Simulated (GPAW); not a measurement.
# A W chain with one atom pushed aside at constant bond length: a series of junctions

How does transport respond as one structural variable is stepped? The junctions: a W chain with one atom pushed aside at constant bond length.

Main program and level: GPAW 26.7.0; GPAW LCAO, PAW setups; Landauer transmission from Green's functions with principal layers (ASE), zero bias.

Report form: inputs, costs, results and the conclusion, without the logs.

## (1) The starting structure

The cell holds 15 atoms: 15 W. Cell: a = 9.000 Å, b = 9.000 Å, c = 33.710 Å, α = 90.0°, β = 90.0°, γ = 90.0°. Regions: left lead, 7 atoms (7 W); channel, 1 atom (1 W); right lead, 7 atoms (7 W). Vacuum lies along a and b. The structure is stacked, and the current runs, along c.

Coordinates:

```cif
data_structure
_symmetry_space_group_name_H-M 'P 1'
_symmetry_Int_Tables_number 1
_cell_length_a 9.0000
_cell_length_b 9.0000
_cell_length_c 33.7098
_cell_angle_alpha 90.000
_cell_angle_beta 90.000
_cell_angle_gamma 90.000
_cell_volume 2730.50
loop_
_atom_site_label
_atom_site_type_symbol
_atom_site_fract_x
_atom_site_fract_y
_atom_site_fract_z
_atom_site_occupancy
W1 W 0.50000 0.50000 0.03337 1
W2 W 0.50000 0.50000 0.10012 1
W3 W 0.50000 0.50000 0.16687 1
W4 W 0.50000 0.50000 0.23361 1
W5 W 0.50000 0.50000 0.30036 1
W6 W 0.50000 0.50000 0.36710 1
W7 W 0.50000 0.50000 0.43385 1
W8 W 0.53333 0.50000 0.50000 1
W9 W 0.50000 0.50000 0.56615 1
W10 W 0.50000 0.50000 0.63290 1
W11 W 0.50000 0.50000 0.69964 1
W12 W 0.50000 0.50000 0.76639 1
W13 W 0.50000 0.50000 0.83313 1
W14 W 0.50000 0.50000 0.89988 1
W15 W 0.50000 0.50000 0.96663 1
```

## (2) Junction, offset 0.3 Å

The structure changes from member to member while basis and functional stay, so that the trend is less open to errors of the level than any single value.

run.py reads:

```python
import json
import numpy as np
from ase import Atoms
from ase.transport.calculators import TransportCalculator
from gpaw import GPAW, FermiDirac
from gpaw.lcao.tools import get_lcao_hamiltonian
from scipy.linalg import eigh

# The junction with lead layers at both ends, along the third cell vector
device = Atoms(
    ['W', 'W', 'W', 'W', 'W', 'W', 'W', 'W', 'W', 'W', 'W', 'W', 'W', 'W', 'W'],
    positions=[
        [4.50000, 4.50000, 1.12500],
        [4.50000, 4.50000, 3.37500],
        [4.50000, 4.50000, 5.62500],
        [4.50000, 4.50000, 7.87500],
        [4.50000, 4.50000, 10.12500],
        [4.50000, 4.50000, 12.37500],
        [4.50000, 4.50000, 14.62500],
        [4.80000, 4.50000, 16.85491],
        [4.50000, 4.50000, 19.08482],
        [4.50000, 4.50000, 21.33482],
        [4.50000, 4.50000, 23.58482],
        [4.50000, 4.50000, 25.83482],
        [4.50000, 4.50000, 28.08482],
        [4.50000, 4.50000, 30.33482],
        [4.50000, 4.50000, 32.58482]],
    cell=[[9.0, 0.0, 0.0], [0.0, 9.0, 0.0], [0.0, 0.0, 33.70982]],
    pbc=True)

# One principal layer of the lead: the first 5 atoms of the device
lead = Atoms(
    ['W', 'W', 'W', 'W', 'W'],
    positions=[
        [4.50000, 4.50000, 1.12500],
        [4.50000, 4.50000, 3.37500],
        [4.50000, 4.50000, 5.62500],
        [4.50000, 4.50000, 7.87500],
        [4.50000, 4.50000, 10.12500]],
    cell=[[9.0, 0.0, 0.0], [0.0, 9.0, 0.0], [0.0, 0.0, 11.25]],
    pbc=True)

settings = dict(mode='lcao', basis='dzp', xc='RPBE', h=0.2,
                occupations=FermiDirac(0.1), maxiter=250,
                mixer=dict(beta=0.1, nmaxold=8, weight=100.0),
                convergence=dict(density=0.0001))
energies = np.arange(-2, 2 + 1e-9, 0.05)
eta = 0.0001
n1, n2 = 1, 1
# k and -k transmit alike, so half of the mesh across the current serves
mesh = [(i, j) for i in range(n1) for j in range(n2) if (i, j) <= (-i % n1, -j % n2)]
weights = np.array([1 if (i, j) == (-i % n1, -j % n2) else 2 for i, j in mesh]) / (n1 * n2)


def ground_state(atoms, size, txt):
    atoms.calc = GPAW(kpts={'size': size, 'gamma': True}, symmetry={'tolerance': 1e-3}, txt=txt, **settings)
    atoms.get_potential_energy()
    return atoms.calc.get_fermi_level()


def blocks(atoms, fermi, points, nz, cells):
    """H - E_F S and S between cell 0 and the cells above it, at each point across the current."""
    kz = np.arange(nz) / nz
    calc = atoms.calc.fixed_density(kpts=[(*k, z) for k in points for z in kz], symmetry='off', txt=None)
    H, S = get_lcao_hamiltonian(calc)
    H = (H - fermi * S).reshape(len(H), len(points), nz, *S.shape[1:])
    S = S.reshape(H.shape[1:])
    phases = [np.exp(-2j * np.pi * kz * R) / nz for R in cells]
    return [(np.einsum('skzij,z->ksij', H, p), np.einsum('kzij,z->kij', S, p)) for p in phases]


def pair(a, b):
    return np.block([[a, b], [b.T.conj(), a]])


def count_channels(h, s, cells, nk=240):
    """Half the number of times that the lead's bands cross each energy, unfolded to its shortest repeat."""
    b = len(h) // cells
    bands = []
    for k in (np.arange(nk + 1) + 0.5) / nk:
        hk, sk = h[:b, :b].copy(), s[:b, :b].copy()
        for R in range(1, cells):
            phase, block = np.exp(2j * np.pi * k * R), slice(R * b, (R + 1) * b)
            hk += h[:b, block] * phase + (h[:b, block] * phase).T.conj()
            sk += s[:b, block] * phase + (s[:b, block] * phase).T.conj()
        bands.append(eigh(hk, sk, eigvals_only=True))
    below = np.array(bands)[:, :, None] < energies
    return (below[1:] != below[:-1]).sum((0, 1)) / 2


fermi_lead = ground_state(lead, (1, 1, 10), 'lead.txt')
fermi_device = ground_state(device, (1, 1, 3), 'device.txt')
T, channels, eigen, tail, misfit, shifts = [], [], [], 0.0, 0.0, []
for first in range(0, len(mesh), 493):
    points = [(i / n1, j / n2) for i, j in mesh[first:first + 493]]
    (H0k, S0k), (H1k, S1k), (H2k, _) = blocks(lead, fermi_lead, points, 5, range(3))
    [(Hk, Sk)] = blocks(device, fermi_device, points, 2, [0])
    tail = max(tail, abs(H2k).max())
    for H0, S0, H1, S1, H, S in zip(H0k, S0k, H1k, S1k, Hk, Sk):
        n = len(S0)
        # Shift the lead onto the potential of the device's first layer
        shift = ((H[:, 0, 0] - H0[:, 0, 0]) / S0[0, 0]).real.mean()
        shifts.append(shift)
        misfit = max(misfit, abs(H[:, :n, :n] - H0 - shift * S0).max())
        Tk, Ck, Ek = [], [], []
        for s in range(len(H)):
            t = s % len(H0)  # a lead without moments serves both spins
            h1, s1 = pair(H0[t] + shift * S0, H1[t] + shift * S1), pair(S0, S1)
            leads = dict(h1=h1, s1=s1, energies=energies, eta=eta, eta1=eta, eta2=eta)
            calc = TransportCalculator(h=H[s], s=S, eigenchannels=3, **leads)
            Tk.append(calc.get_transmission())
            Ek.append(np.sort(calc.eigenchannels_ne, axis=0)[::-1])
            Ck.append(count_channels(h1, s1, 10))
        T.append(Tk)
        channels.append(Ck)
        eigen.append(Ek)
T, channels = np.array(T), np.array(channels)
mean, open_channels = np.einsum('kse,k->se', T, weights), np.einsum('kse,k->se', channels, weights)

print(f'basis functions: device {len(S)}, principal layer {n}')
print(f'Fermi level: lead {fermi_lead:.4f} eV, device {fermi_device:.4f} eV; lead shifted by {np.mean(shifts):.4f} eV')
print(f'largest coupling past the next layer {tail:.2e} eV, largest misfit of the first layer {misfit:.3f} eV')
print('  E-E_F (eV)   ' + 'T (one spin)  channels')
for e, t, c in zip(energies, mean.T, open_channels.T):
    print(f'{e:10.3f}  ', *[f'{x:11.4e}' for x in t], *[f'{x:9.4f}' for x in c])

kT = 8.617333e-5 * 300
fine = np.linspace(energies[0], energies[-1], 4001)
both = np.exp(np.interp(fine, energies, np.log(np.maximum(mean.sum(0) * 2 / len(mean), 1e-30))))
fermi = lambda mu: 1 / (1 + np.exp(np.clip((fine - mu) / kT, -200, 200)))
slope = fermi(0) * (1 - fermi(0)) / kT
G = np.trapezoid(both * slope, fine) / 2
seebeck = -np.trapezoid(both * slope * fine, fine) / (2 * G * 300) * 1e6
print(f'conductance at 300 K: {G:.5g} G0 a cell; thermopower {seebeck:.4g} uV/K')
bias = [0.1, 0.2, 0.5, 1.0, 1.5, 2.0]
current = [38.74 * np.trapezoid(both * (fermi(V / 2) - fermi(-V / 2)), fine) for V in bias]
for V, I in zip(bias, current):
    print(f'current from the zero-bias T(E) at {V} V: {I:.5g} uA')
zero = abs(energies).argmin()
json.dump(dict(energies=energies.tolist(), T=mean.tolist(), channels=open_channels.tolist(), G=G, seebeck=seebeck,
               bias=bias, current=current, tail=tail, misfit=misfit, shift=np.mean(shifts), n_device=len(S), n_lead=n,
               fermi=[fermi_lead, fermi_device], energy=device.get_potential_energy(),
               moments=device.get_magnetic_moments().tolist(), mesh=mesh, weights=weights.tolist(),
               T_k=T[:, :, zero].tolist(), eigen=np.array(eigen[0]).tolist()), open('result.json', 'w'))
```

Launch:

```bash
$ OMP_NUM_THREADS=1 OPENBLAS_NUM_THREADS=1 python run.py
```

Run time: 5 min. Hardware: 1 thread of Arm Neoverse N1, shared host; peak memory 1.4 GiB.

Read from the output:

```
conductance                                    : 5.988 G₀
largest coupling past the next principal layer : 7.82e-6 eV
largest misfit of the first principal layer    : 0.01247 eV
shift that aligns the lead                     : -0.009655 eV
basis functions of the junction                : 435
basis functions of a principal layer           : 145
transmission at the Fermi level (one spin)     : 5.988
```

One spin. Table of transmission, zone mean by energy, zero at the Fermi level:

| energy (eV) | transmission, zone mean |
| --- | --- |
| -2.00 | 3.98 |
| -1.85 | 3.99 |
| -1.70 | 3.99 |
| -1.60 | 3.99 |
| -1.45 | 3.99 |
| -1.30 | 3.99 |
| -1.15 | 3.99 |
| -1.05 | 3.99 |
| -0.90 | 3.99 |
| -0.75 | 3.93 |
| -0.60 | 5.88 |
| -0.50 | 5.95 |
| -0.35 | 5.98 |
| -0.20 | 5.98 |
| -0.05 | 5.99 |
| 0.00 | 5.99 |
| 0.05 | 5.99 |
| 0.20 | 5.99 |
| 0.35 | 5.98 |
| 0.50 | 5.98 |
| 0.60 | 5.97 |
| 0.75 | 5.95 |
| 0.90 | 5.93 |
| 1.05 | 5.89 |
| 1.15 | 5.85 |
| 1.30 | 5.75 |
| 1.45 | 5.56 |
| 1.60 | 4.99 |
| 1.70 | 2.89 |
| 1.80 | 3.48 |
| 1.85 | 1.93 |
| 2.00 | 1.96 |

Not self-consistent under bias; the bias window is split evenly. Table of current through one cell, from the zero-bias transmission by bias:

| bias (V) | current through one cell, from the zero-bias transmission (mA) |
| --- | --- |
| 0.100 | 0.0464 |
| 0.200 | 0.0928 |
| 0.500 | 0.232 |
| 1.000 | 0.463 |
| 1.500 | 0.687 |
| 2.000 | 0.880 |

Transmission of the three most open eigenchannels against energy, zero at the Fermi level:

| energy (eV) | channel 1 | channel 2 | channel 3 |
| --- | --- | --- | --- |
| -2.000 | 0.999 | 0.998 | 0.996 |
| -1.800 | 0.999 | 0.998 | 0.998 |
| -1.600 | 0.999 | 0.998 | 0.998 |
| -1.400 | 0.999 | 0.999 | 0.998 |
| -1.200 | 0.999 | 0.999 | 0.997 |
| -1.000 | 0.999 | 0.999 | 0.996 |
| -0.800 | 0.999 | 0.999 | 0.990 |
| -0.600 | 0.999 | 0.999 | 0.995 |
| -0.400 | 0.999 | 0.998 | 0.998 |
| -0.200 | 0.999 | 0.999 | 0.998 |
| 0.000 | 0.999 | 0.999 | 0.999 |
| 0.200 | 0.999 | 0.999 | 0.998 |
| 0.400 | 0.999 | 0.999 | 0.998 |
| 0.600 | 0.999 | 0.998 | 0.998 |
| 0.800 | 0.999 | 0.998 | 0.998 |
| 1.000 | 0.999 | 0.998 | 0.997 |
| 1.200 | 0.999 | 0.996 | 0.995 |
| 1.400 | 0.999 | 0.994 | 0.985 |
| 1.600 | 0.997 | 0.989 | 0.925 |
| 1.800 | 0.991 | 0.977 | 0.761 |
| 2.000 | 0.993 | 0.970 | 4.5e-6 |

Couplings past the next layer reach 7.8e-6 eV, small enough to drop; the first layer differs from the bulk lead by up to 0.012 eV, a small residual of the finite cell. The two Fermi levels in the log count from different zeros of potential, one for each periodic cell; with both set to zero, the small shift printed beside them is what aligns lead and junction. Without spin-orbit coupling, which is large for these atoms, channel counts and T are those of the scalar-relativistic bands. By hand: G = 5.988 × 77.48 μS = 464 μS, a resistance of 2.16 kΩ; at 0.1 V a linear junction would pass 46.4 μA, and the integral over the bias window gives 46.4 μA.

## (3) Junction: offset = 0.6

The cell differs from the one that the last finished run ended in (c 33.710 → 33.587 Å).

run.py, as its differences from that of step 2:

```diff
@@ -19,11 +19,11 @@
         [4.50000, 4.50000, 14.62500],
-        [4.80000, 4.50000, 16.85491],
-        [4.50000, 4.50000, 19.08482],
-        [4.50000, 4.50000, 21.33482],
-        [4.50000, 4.50000, 23.58482],
-        [4.50000, 4.50000, 25.83482],
-        [4.50000, 4.50000, 28.08482],
-        [4.50000, 4.50000, 30.33482],
-        [4.50000, 4.50000, 32.58482]],
-    cell=[[9.0, 0.0, 0.0], [0.0, 9.0, 0.0], [0.0, 0.0, 33.70982]],
+        [5.10000, 4.50000, 16.79352],
+        [4.50000, 4.50000, 18.96205],
+        [4.50000, 4.50000, 21.21205],
+        [4.50000, 4.50000, 23.46205],
+        [4.50000, 4.50000, 25.71205],
+        [4.50000, 4.50000, 27.96205],
+        [4.50000, 4.50000, 30.21205],
+        [4.50000, 4.50000, 32.46205]],
+    cell=[[9.0, 0.0, 0.0], [0.0, 9.0, 0.0], [0.0, 0.0, 33.58705]],
     pbc=True)
```

Elapsed: 4.6 min, on 1 thread; peak memory 1.4 GiB.

This step gave:

* conductance: 5.876 G₀
* largest misfit of the first principal layer: 0.02289 eV
* shift that aligns the lead: -0.001376 eV
* transmission at the Fermi level (one spin): 5.877

One spin. Transmission, zone mean against energy, zero at the Fermi level:

| energy (eV) | transmission, zone mean |
| --- | --- |
| -2.00 | 3.92 |
| -1.90 | 3.94 |
| -1.80 | 3.95 |
| -1.70 | 3.95 |
| -1.55 | 3.95 |
| -1.45 | 3.95 |
| -1.35 | 3.95 |
| -1.25 | 3.94 |
| -1.15 | 3.93 |
| -1.05 | 3.92 |
| -0.90 | 3.89 |
| -0.80 | 3.83 |
| -0.70 | 4.64 |
| -0.60 | 5.32 |
| -0.50 | 5.62 |
| -0.40 | 5.75 |
| -0.25 | 5.84 |
| -0.15 | 5.87 |
| -0.05 | 5.88 |
| 0.00 | 5.88 |
| 0.05 | 5.87 |
| 0.15 | 5.86 |
| 0.25 | 5.84 |
| 0.40 | 5.79 |
| 0.50 | 5.74 |
| 0.60 | 5.69 |
| 0.70 | 5.62 |
| 0.80 | 5.55 |
| 0.90 | 5.46 |
| 1.05 | 5.32 |
| 1.15 | 5.20 |
| 1.25 | 5.05 |
| 1.35 | 4.87 |
| 1.45 | 4.65 |
| 1.55 | 4.34 |
| 1.70 | 2.89 |
| 1.80 | 2.29 |
| 1.90 | 0.967 |
| 2.00 | 1.41 |

Not self-consistent under bias; the bias window is split evenly. Table of current through one cell, from the zero-bias transmission by bias:

| bias (V) | current through one cell, from the zero-bias transmission (mA) |
| --- | --- |
| 0.100 | 0.0455 |
| 0.200 | 0.0910 |
| 0.500 | 0.227 |
| 1.000 | 0.451 |
| 1.500 | 0.658 |
| 2.000 | 0.839 |

Table of transmission of the three most open eigenchannels by energy, zero at the Fermi level:

| energy (eV) | channel 1 | channel 2 | channel 3 |
| --- | --- | --- | --- |
| -2.00 | 0.999 | 0.981 | 0.976 |
| -1.85 | 0.999 | 0.986 | 0.983 |
| -1.70 | 0.999 | 0.995 | 0.981 |
| -1.60 | 0.999 | 0.998 | 0.980 |
| -1.45 | 0.999 | 0.998 | 0.980 |
| -1.30 | 0.999 | 0.997 | 0.980 |
| -1.15 | 0.999 | 0.995 | 0.979 |
| -1.05 | 0.999 | 0.993 | 0.977 |
| -0.90 | 0.999 | 0.991 | 0.972 |
| -0.75 | 0.999 | 0.987 | 0.955 |
| -0.60 | 0.999 | 0.996 | 0.979 |
| -0.50 | 0.999 | 0.997 | 0.983 |
| -0.35 | 0.999 | 0.995 | 0.993 |
| -0.20 | 0.999 | 0.996 | 0.992 |
| -0.05 | 0.998 | 0.998 | 0.987 |
| 0.00 | 0.999 | 0.998 | 0.988 |
| 0.05 | 0.999 | 0.998 | 0.990 |
| 0.20 | 0.999 | 0.997 | 0.994 |
| 0.35 | 0.999 | 0.996 | 0.996 |
| 0.50 | 0.998 | 0.998 | 0.995 |
| 0.60 | 0.998 | 0.998 | 0.994 |
| 0.75 | 0.999 | 0.998 | 0.994 |
| 0.90 | 0.999 | 0.998 | 0.994 |
| 1.05 | 0.999 | 0.997 | 0.992 |
| 1.15 | 0.998 | 0.997 | 0.988 |
| 1.30 | 0.998 | 0.997 | 0.978 |
| 1.45 | 0.997 | 0.994 | 0.960 |
| 1.60 | 0.984 | 0.981 | 0.906 |
| 1.70 | 0.907 | 0.740 | 0.728 |
| 1.85 | 0.750 | 0.426 | 0.190 |
| 2.00 | 0.850 | 0.564 | 8.1e-6 |

The conductance, 5.88 G₀, lies 1.9 % below that of the member before.

## (4) Junction: offset = 0.9

The cell differs from the one that the last finished run ended in (c 33.587 → 33.374 Å).

run.py, as its differences from that of step 3:

```diff
@@ -19,11 +19,11 @@
         [4.50000, 4.50000, 14.62500],
-        [5.10000, 4.50000, 16.79352],
-        [4.50000, 4.50000, 18.96205],
-        [4.50000, 4.50000, 21.21205],
-        [4.50000, 4.50000, 23.46205],
-        [4.50000, 4.50000, 25.71205],
-        [4.50000, 4.50000, 27.96205],
-        [4.50000, 4.50000, 30.21205],
-        [4.50000, 4.50000, 32.46205]],
-    cell=[[9.0, 0.0, 0.0], [0.0, 9.0, 0.0], [0.0, 0.0, 33.58705]],
+        [5.40000, 4.50000, 16.68716],
+        [4.50000, 4.50000, 18.74932],
+        [4.50000, 4.50000, 20.99932],
+        [4.50000, 4.50000, 23.24932],
+        [4.50000, 4.50000, 25.49932],
+        [4.50000, 4.50000, 27.74932],
+        [4.50000, 4.50000, 29.99932],
+        [4.50000, 4.50000, 32.24932]],
+    cell=[[9.0, 0.0, 0.0], [0.0, 9.0, 0.0], [0.0, 0.0, 33.37432]],
     pbc=True)
```

It took 5 min on 1 thread; peak memory 1.4 GiB.

One spin. Transmission, zone mean against energy, zero at the Fermi level:

energy (eV), transmission, zone mean and a bar from the least value:
```
    -2.00       3.66 ###################
    -1.85       3.72 ###################
    -1.70       3.74 ###################
    -1.60       3.74 ###################
    -1.45       3.71 ###################
    -1.30       3.67 ###################
    -1.15       3.60 ##################
    -1.05       3.55 ##################
    -0.90       3.42 #################
    -0.75       3.11 ###############
    -0.60       4.58 #########################
    -0.50       4.92 ###########################
    -0.35       5.19 #############################
    -0.20       5.33 ##############################
    -0.05       5.36 ##############################
     0.00       5.36 ##############################
     0.05       5.35 ##############################
     0.20       5.30 ##############################
     0.35       5.21 #############################
     0.50       5.10 ############################
     0.60       5.01 ############################
     0.75       4.87 ###########################
     0.90       4.72 ##########################
     1.05       4.54 #########################
     1.15       4.41 ########################
     1.30       4.13 ######################
     1.45       3.72 ###################
     1.60       3.16 ###############
     1.70       2.79 #############
     1.85       1.12 ##
     2.00       0.82
```

The conductance, 5.36 G₀, lies 8.8 % below that of the member before.

## (5) Member of the series: offset = 1.2

The cell differs from the one that the last finished run ended in (c 33.374 → 33.057 Å).

run.py, as its differences from that of step 4:

```diff
@@ -19,11 +19,11 @@
         [4.50000, 4.50000, 14.62500],
-        [5.40000, 4.50000, 16.68716],
-        [4.50000, 4.50000, 18.74932],
-        [4.50000, 4.50000, 20.99932],
-        [4.50000, 4.50000, 23.24932],
-        [4.50000, 4.50000, 25.49932],
-        [4.50000, 4.50000, 27.74932],
-        [4.50000, 4.50000, 29.99932],
-        [4.50000, 4.50000, 32.24932]],
-    cell=[[9.0, 0.0, 0.0], [0.0, 9.0, 0.0], [0.0, 0.0, 33.37432]],
+        [5.70000, 4.50000, 16.52829],
+        [4.50000, 4.50000, 18.43157],
+        [4.50000, 4.50000, 20.68157],
+        [4.50000, 4.50000, 22.93157],
+        [4.50000, 4.50000, 25.18157],
+        [4.50000, 4.50000, 27.43157],
+        [4.50000, 4.50000, 29.68157],
+        [4.50000, 4.50000, 31.93157]],
+    cell=[[9.0, 0.0, 0.0], [0.0, 9.0, 0.0], [0.0, 0.0, 33.05657]],
     pbc=True)
```

Wall time 5.4 min (1 thread); peak memory 1.4 GiB.

The conductance, 4.54 G₀, lies 15 % below that of the member before.

## (6) Comparing the runs

Times are for 1 thread of Arm Neoverse N1, shared host. Results by setting:

| no. | offset (Å) | conductance (G₀) | time | memory (GiB) |
| --- | --- | --- | --- | --- |
| 1 | 0.3 | 5.988 | 5 min | 1.4 |
| 2 | 0.6 | 5.876 | 4.6 min | 1.4 |
| 3 | 0.9 | 5.357 | 5 min | 1.4 |
| 4 | 1.2 | 4.540 | 5.4 min | 1.4 |

The runs together. Transmission, zone mean against energy, zero at the Fermi level:

| energy (eV) | 0.3 | 0.6 | 0.9 | 1.2 |
| --- | --- | --- | --- | --- |
| -2.0000 | 3.98 | 3.92 | 3.66 | 2.82 |
| -1.7500 | 3.99 | 3.95 | 3.74 | 3.03 |
| -1.5000 | 3.99 | 3.95 | 3.73 | 3.07 |
| -1.2500 | 3.99 | 3.94 | 3.65 | 2.91 |
| -1.0000 | 3.99 | 3.91 | 3.51 | 2.61 |
| -0.7500 | 3.93 | 3.73 | 3.11 | 2.47 |
| -0.5000 | 5.95 | 5.62 | 4.92 | 4.05 |
| -0.2500 | 5.98 | 5.84 | 5.30 | 4.44 |
| -0.0500 | 5.99 | 5.88 | 5.36 | 4.55 |
| 0.0000 | 5.99 | 5.88 | 5.36 | 4.54 |
| 0.2500 | 5.98 | 5.84 | 5.27 | 4.45 |
| 0.5000 | 5.98 | 5.74 | 5.10 | 4.30 |
| 0.7500 | 5.95 | 5.58 | 4.87 | 4.07 |
| 1.0000 | 5.90 | 5.37 | 4.61 | 3.71 |
| 1.2500 | 5.79 | 5.05 | 4.23 | 3.29 |
| 1.5000 | 5.45 | 4.51 | 3.54 | 2.95 |
| 1.7500 | 3.37 | 2.64 | 2.63 | 2.27 |
| 1.8000 | 3.48 | 2.29 | 2.15 | 2.13 |
| 2.0000 | 1.96 | 1.41 | 0.820 | 0.724 |

The runs together. Table of current through one cell, from the zero-bias transmission by bias:

| bias (V) | 0.3 (mA) | 0.6 (mA) | 0.9 (mA) | 1.2 (mA) |
| --- | --- | --- | --- | --- |
| 0.100 | 0.0464 | 0.0455 | 0.0415 | 0.0352 |
| 0.200 | 0.0928 | 0.0910 | 0.0830 | 0.0703 |
| 0.500 | 0.232 | 0.227 | 0.207 | 0.175 |
| 1.000 | 0.463 | 0.451 | 0.407 | 0.342 |
| 1.500 | 0.687 | 0.658 | 0.586 | 0.491 |
| 2.000 | 0.880 | 0.839 | 0.744 | 0.615 |

(Part 1 of 2 ends here.)

[Long decimals in the printed logs are rounded to 6 places.]

[Logs are printed without paths, hosts, clocks, repeated set-up lines and the standing remarks that a program may print on its own settings, such as how far it seeks lower states.]

[Hosts, paths, dates, database ids (printed as entryN), source tags and the programs' standing remarks are cut or masked in the printed files.]
